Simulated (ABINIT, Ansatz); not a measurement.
# A GW chain in ABINIT: CsVN2 (Fd-3m), part 2 of 2

Aim: the G0W0 gap of CsVN2 (Fd-3m) on PBEsol, step by step.

ABINIT 10.8.3; PBEsol and many-body steps on it, plane waves. Known limits of the many-body steps: not at the basis limit; screening runs away on this mesh; no spin polarisation; d states lean on the start; no spin-orbit coupling; coarse k mesh.

So far. Step 2 (Ground state): The gap is indirect, with the least direct gap 0.020 eV higher. Step 3 (Empty states on the mesh, 2×2×2 mesh, 293 bands): On this mesh the gap is 0.530 eV.

## 4. Screening, 2×2×2 mesh, 267 bands, screening to 176.9 eV

The RPA dielectric matrix is built and inverted for each q.

This step: RPA screening on PBEsol, plane waves, norm-conserving pseudopotentials.

Input file run.abi:

```
acell 3*1.0 Angstrom
rprim 
  0.000000000000 4.171935907400 4.171935907400
  4.171935907400 0.000000000000 4.171935907400
  4.171935907400 4.171935907400 0.000000000000
ntypat 3
znucl 55 23 7
natom 8
typat 1 1 2 2 3 3 3 3
xred 
  0.250000000000 0.250000000000 0.250000000000
  -0.000000000000 0.000000000000 -0.000000000000
  0.750000000000 0.750000000000 0.750000000000
  0.500000000000 0.500000000000 0.500000000000
  0.625000000000 0.625000000000 0.625000000000
  0.125000000000 0.625000000000 0.625000000000
  0.625000000000 0.125000000000 0.625000000000
  0.625000000000 0.625000000000 0.125000000000
pp_dirpath "pseudos"
pseudos "Cs.upf, V.upf, N.upf"
ecut 38
ngkpt 2 2 2
nshiftk 1
shiftk 0 0 0
kptopt 1
chksymbreak 0
istwfk *1
occopt 1
irdwfk 1
optdriver 3
nband 267
ecuteps 6.5
inclvkb 2
awtr 1
symchi 1
indata_prefix "in"
outdata_prefix "out"
tmpdata_prefix "tmp"
```

Launch:

```
> OMP_NUM_THREADS=1 mpirun -n 4 abinit run.abi > log
```

Numbers of over 12 decimals in the logs are rounded to 6 here.

Log:

```text
.Version 10.8.3 of ABINIT. v10.8.2 released Aug 2026.

 Symmetries : space group Fd -3 m (#227); Bravais cF (face-center cubic)
[... echo of the input left out ...]
== DATASET  1 ==================================================================
-   mpi_nproc: 4, omp_nthreads: 1 (-1 if OMP is not activated)

--- !DatasetInfo
iteration_state: {dtset: 1, }
dimensions: {natom: 8, nkpt: 3, mband: 267, nsppol: 1, nspinor: 1, nspden: 1, mpw: 10969, }
cutoff_energies: {ecut:  38.0, pawecutdg:  -1.0, }
electrons: {nelect:   6.40000000E+01, charge:   0.00000000E+00, occopt:   1.00000000E+00, tsmear:   1.00000000E-02, }

 SCREENING: Calculation of the susceptibility and dielectric matrices

 Based on a program developped by R.W. Godby, V. Olevano, G. Onida, and L. Reining.
 Incorporated in ABINIT by V. Olevano, G.-M. Rignanese, and M. Torrent.
.Using double precision arithmetic ; gwpc =  8

[... cell and pseudopotentials left out ...]
--------------------------------------------------------------------------------

 ==== K-mesh for the wavefunctions ====
 Number of points in the irreducible wedge :     3
[... list of points left out ...]
 Together with 48 symmetry operations and time-reversal symmetry
 yields     8 points in the full Brillouin Zone.

 ==== Q-mesh for the screening function ====
 Number of points in the irreducible wedge :     3
[... list of points left out ...]
 Together with 48 symmetry operations and time-reversal symmetry
 yields     8 points in the full Brillouin Zone.

 setmesh: FFT mesh size selected  =    48x   48x   48
          total number of points  =       110592

 vcoul_init : cutoff-mode = AUXILIARY_FUNCTION
 q-points for optical limit:   1
     1)      0.000010    0.000020    0.000030

- screening: taking advantage of time-reversal symmetry
- Maximum band index for partially occupied states nbvw = 32
- Remaining bands to be divided among processors   nbcw = 235
- Number of bands treated by each node ~58

 Number of electrons calculated from density =   64.0000; Expected =   64.0000
 average of density, n =  0.065304
 r_s =    1.5405
 omega_plasma =   24.6505 [eV]

 calculating chi0 at frequencies [eV] :
  1    0.000000E+00    0.000000E+00
  2    0.000000E+00    2.465051E+01

--------------------------------------------------------------------------------
  q-point number  1        q = ( 0.000000, 0.000000, 0.000000) [r.l.u.]
--------------------------------------------------------------------------------
[... chi0 elements left out ...]
 For q-point:  0.000010 0.000020 0.000030
  dielectric constant = 117.6245
  dielectric constant without local fields = 127.7490

  Average fulfillment of the sum rule on Im[epsilon] for q-point    1 :     70.36  [%]
[... wings left out ...]
  q-point number  2        q = ( 0.500000, 0.000000, 0.000000) [r.l.u.]
--------------------------------------------------------------------------------
[... chi0 elements left out ...]
  Average fulfillment of the sum rule on Im[epsilon] for q-point    2 :     74.79  [%]

 [... 1 further q-points ...]
```

Run time: 3.7 min. Hardware: 4 MPI ranks of Arm Neoverse N1, shared host; peak memory 3.2 GiB; 15 min of CPU time.

This step gave:

```yaml
eps_infinity_with_local_fields_on_this_mesh_along_the_program_s_q_direction: 117.6
the_same_without_local_fields: 127.7
plasma_frequency: 24.65 eV
plane_waves_in_the_screening_matrix: 749
```

Local fields lower ε∞ by 8 %. The value itself is an artefact of the mesh, where one narrow direct gap carries too much weight.

## 5. Self-energy, 2×2×2 mesh, 267 bands, screening to 176.9 eV

The self-energy is evaluated for the states that the input lists, and the levels follow from it, in one-shot runs by the linearised quasiparticle equation.

This step: G0W0 on PBEsol, plane waves, norm-conserving pseudopotentials.

run.abi: that of step 4 with these lines changed.

```diff
@@ -29,8 +29,17 @@
 irdwfk 1
-optdriver 3
+optdriver 4
 nband 267
+gwcalctyp 0
+ecutsigx 38
+symsigma 1
+nkptgw 2
+kptgw 
+  0.5000000000 0.0000000000 0.0000000000
+  0.0000000000 0.0000000000 0.0000000000
+bdgw 
+  30 34
+  30 34
 ecuteps 6.5
-inclvkb 2
-awtr 1
-symchi 1
+irdscr 1
+ppmodel 1
 indata_prefix "in"
```

Log:

```text
.Version 10.8.3 of ABINIT. v10.8.2 released Aug 2026.

 Symmetries : space group Fd -3 m (#227); Bravais cF (face-center cubic)
[... echo of the input left out ...]
== DATASET  1 ==================================================================
-   mpi_nproc: 4, omp_nthreads: 1 (-1 if OMP is not activated)

--- !DatasetInfo
iteration_state: {dtset: 1, }
dimensions: {natom: 8, nkpt: 3, mband: 267, nsppol: 1, nspinor: 1, nspden: 1, mpw: 10969, }
cutoff_energies: {ecut:  38.0, pawecutdg:  -1.0, }
electrons: {nelect:   6.40000000E+01, charge:   0.00000000E+00, occopt:   1.00000000E+00, tsmear:   1.00000000E-02, }

 SIGMA: Calculation of the GW corrections

 Based on a program developped by R.W. Godby, V. Olevano, G. Onida, and L. Reining.
 Incorporated in ABINIT by V. Olevano, G.-M. Rignanese, and M. Torrent.
.Using double precision arithmetic ; gwpc =  8

[... cell and pseudopotentials left out ...]
--------------------------------------------------------------------------------

 ==== K-mesh for the wavefunctions ====
 Number of points in the irreducible wedge :     3
[... list of points left out ...]
 Together with 48 symmetry operations and time-reversal symmetry
 yields     8 points in the full Brillouin Zone.

 ==== Q-mesh for screening function ====
 Number of points in the irreducible wedge :     3
[... list of points left out ...]
 Together with 48 symmetry operations and time-reversal symmetry
 yields     8 points in the full Brillouin Zone.

 vcoul_init : cutoff-mode = AUXILIARY_FUNCTION
 q-points for optical limit:   1
     1)      0.000010    0.000020    0.000030
 setmesh: FFT mesh size selected  =    64x   64x   64
          total number of points  =       262144

 Number of electrons calculated from density =   64.0000; Expected =   64.0000
 average of density, n =  0.065304
 r_s =    1.5405
 omega_plasma =   24.6505 [eV]

 === KS Band Gaps ===
  >>>> For spin  1
   Minimum direct gap =   0.5492 [eV], located at k-point      :   0.0000  0.0000  0.0000
   Fundamental gap    =   0.5296 [eV], Top of valence bands at :   0.5000  0.0000  0.0000
                                       Bottom of conduction at :   0.0000  0.0000  0.0000
 SIGMA fundamental parameters:
 PLASMON POLE MODEL  1
 number of plane-waves for SigmaX                10969
 number of plane-waves for SigmaC and W            749
 number of plane-waves for wavefunctions         10969
 number of bands                                   267
 number of independent spin polarizations            1
 number of spinorial components                      1
 number of k-points in IBZ                           3
 number of q-points in IBZ                           3
 number of symmetry operations                      48
 number of k-points in BZ                            8
 number of q-points in BZ                            8
 number of frequencies for dSigma/dE                 9
 frequency step for dSigma/dE [eV]                0.25
 number of omega for Sigma on real axis              0
 max omega for Sigma on real axis  [eV]           0.00
 zcut for avoiding poles [eV]                     0.10

 EPSILON^-1 parameters (SCR file):
 dimension of the eps^-1 matrix on file            749
 dimension of the eps^-1 matrix used               749
 number of plane-waves for wavefunctions         10969
 number of bands                                   267
 number of q-points in IBZ                           3
 number of frequencies                               2
 number of real frequencies                          1
 number of imag frequencies                          1

 matrix elements of self-energy operator (all in [eV])

 Perturbative Calculation

--- !SelfEnergy_ee
iteration_state: {dtset: 1, }
kpoint     : [   0.500,    0.000,    0.000, ]
spin       : 1
KS_gap     :    0.920
QP_gap     :    1.757
Delta_QP_KS:    0.837
data: !SigmaeeData |
     Band     E0 <VxcDFT>   SigX SigC(E0)      Z dSigC/dE  Sig(E)    E-E0       E
       30   4.047 -15.065 -17.863   3.187   0.747  -0.338 -14.774   0.291   4.338
       31   4.047 -15.065 -17.863   3.187   0.747  -0.338 -14.774   0.291   4.338
       32   5.656 -16.496 -18.840   2.977   0.745  -0.342 -16.024   0.471   6.127
       33   6.576 -20.433 -13.810  -4.874   0.748  -0.336 -19.125   1.308   7.884
       34   6.576 -20.433 -13.810  -4.874   0.748  -0.336 -19.125   1.308   7.884

--- !SelfEnergy_ee
iteration_state: {dtset: 1, }
kpoint     : [   0.000,    0.000,    0.000, ]
spin       : 1
KS_gap     :    0.549
QP_gap     :    1.459
Delta_QP_KS:    0.910
data: !SigmaeeData |
     Band     E0 <VxcDFT>   SigX SigC(E0)      Z dSigC/dE  Sig(E)    E-E0       E
       30   5.636 -16.446 -18.790   2.973   0.745  -0.342 -15.977   0.469   6.105
       31   5.636 -16.446 -18.790   2.973   0.745  -0.342 -15.977   0.469   6.105
       32   5.636 -16.446 -18.790   2.973   0.745  -0.342 -15.977   0.469   6.105
       33   6.186 -21.099 -14.214  -5.027   0.742  -0.348 -19.721   1.379   7.564
       34   6.186 -21.099 -14.214  -5.027   0.742  -0.348 -19.721   1.379   7.564

== END DATASET(S) ==============================================================
================================================================================

 -outvars: echo values of variables after computation  --------
           etotal      0.0000000000E+00
            nband         267
             nkpt           3
          spgroup         227
 [... the other variables as echoed above ...]

 Calculation completed.
```

Elapsed: 2 min, on 4 MPI ranks; peak memory 2.6 GiB; 7.8 min of CPU time.

Numbers from this step:

```yaml
g0w0_gap_on_the_points_computed: 1.437 eV
starting_gap_on_the_mesh: 0.5295 eV
k_of_the_valence_top: 0.5, 0, 0
k_of_the_conduction_bottom: 0, 0, 0
z_at_the_valence_top: 0.745
z_at_the_conduction_bottom: 0.742
least_direct_g0w0_gap_on_the_computed_points: 1.459 eV
```

The gap on the mesh goes from 0.53 eV to 1.44 eV, a correction of +0.91 eV.

Limits: finite bands, cutoff and mesh; no spin polarisation; d states lean on the start; no spin-orbit coupling; coarse k mesh. v1 is the top filled band, c1 the lowest empty one. Levels before and after the correction, in eV, zero at the valence-band top of each column:

```tsv
	conduction bottom	valence top
Kohn-Sham	0.53	0.00
G0W0	1.44	0.00
```

```tsv
	level	energy (eV)
Kohn-Sham	(0.5 0 0) v3-v2	-1.609
Kohn-Sham	(0.5 0 0) v1	0.000
Kohn-Sham	(0.5 0 0) c1-c2	0.920
Kohn-Sham	Γ v3-v1	-0.020
Kohn-Sham	Γ c1-c2	0.530
G0W0	(0.5 0 0) v3-v2	-1.789
G0W0	(0.5 0 0) v1	0.000
G0W0	(0.5 0 0) c1-c2	1.757
G0W0	Γ v3-v1	-0.022
G0W0	Γ c1-c2	1.437
```

## 6. Where the time went

Times are wall times on 4 MPI ranks of Arm Neoverse N1, shared host, good to a factor of about two.

```tsv
step	time	share	memory (GiB)
ground state	100 s	13 %	0.53
empty states on the mesh	5.3 min	42 %	0.58
screening	3.7 min	29 %	3.2
self-energy	2 min	16 %	2.6
```

## 7. Summary of results

```json
{
  "PBEsol gap": "0.53 eV, indirect (only 20 meV under the direct gap)",
  "G0W0 gap on the mesh": "1.44 eV",
  "GW settings": "2×2×2 mesh, 267 bands, screening to 176.9 eV, Godby-Needs plasmon pole",
  "known limits": "not at the basis limit; screening runs away on this mesh; no spin polarisation; d states lean on the start; no spin-orbit coupling; coarse k mesh"
}
```

In words: G0W0 moves the gap on the mesh from 0.53 eV to 1.44 eV (+0.91 eV), with Z of 0.74 and 0.74 at the edges. Local fields lower the RPA ε∞ on this mesh from 127.75 to 117.62; a Γ-centred mesh this coarse tends to raise both, most where the direct gap is narrow, while a short band sum lowers them. Only 2 of the mesh's irreducible points were corrected, so a valley elsewhere could overtake. Bands and cutoff are finite, so the gap is not at the basis limit. The miss can reach some tenths of an eV and take either sign; the mesh is an error of its own. In the G0W0 run levels were corrected at 2 k points alone, so a gap called «on the mesh» is the least over those, and an edge elsewhere would be missed. The 2×2×2 mesh is coarse for this cell, which bears on the long-range parts of exchange and screening. On this mesh the RPA ε∞ passes 90, more than nearly any semiconductor shows; a coarse mesh does this where one point with a narrow direct gap carries much weight. The screening is then too strong, and the G0W0 gap should not be taken as the material's. The runs have no spin polarisation. For a closed low-spin shell that is the natural state; where a d or f shell is open it is a constraint, and the gap is then not the crystal's own. With d states at the gap, one-shot GW leans hard on its start. The many-body steps are scalar-relativistic: spin-orbit coupling is not in them.

[Paths, hosts, dates, memory and timing lines, banners, echoed tables and standing remarks are left out of the program output.]

[Logs are printed without paths, hosts, clocks, repeated set-up lines and the standing remarks that a program may print on its own settings, such as how far it seeks lower states.]

[Runs of the session that timed out or met a known fault of the program may be left out.]

[Hosts, paths, dates, database ids (printed as entryN), source tags and the programs' standing remarks are cut or masked in the printed files.]

[G0W0 gaps are taken among the corrected bands and points alone; a level outside them can change the order at an edge.]

[Where Ansatz stands beside ABINIT at settings called matched, ABINIT's density can come from a denser mesh and the files from another edition; pairs whose starting gaps differed by over 0.03 eV were left out, so agreement reads better than it is.]
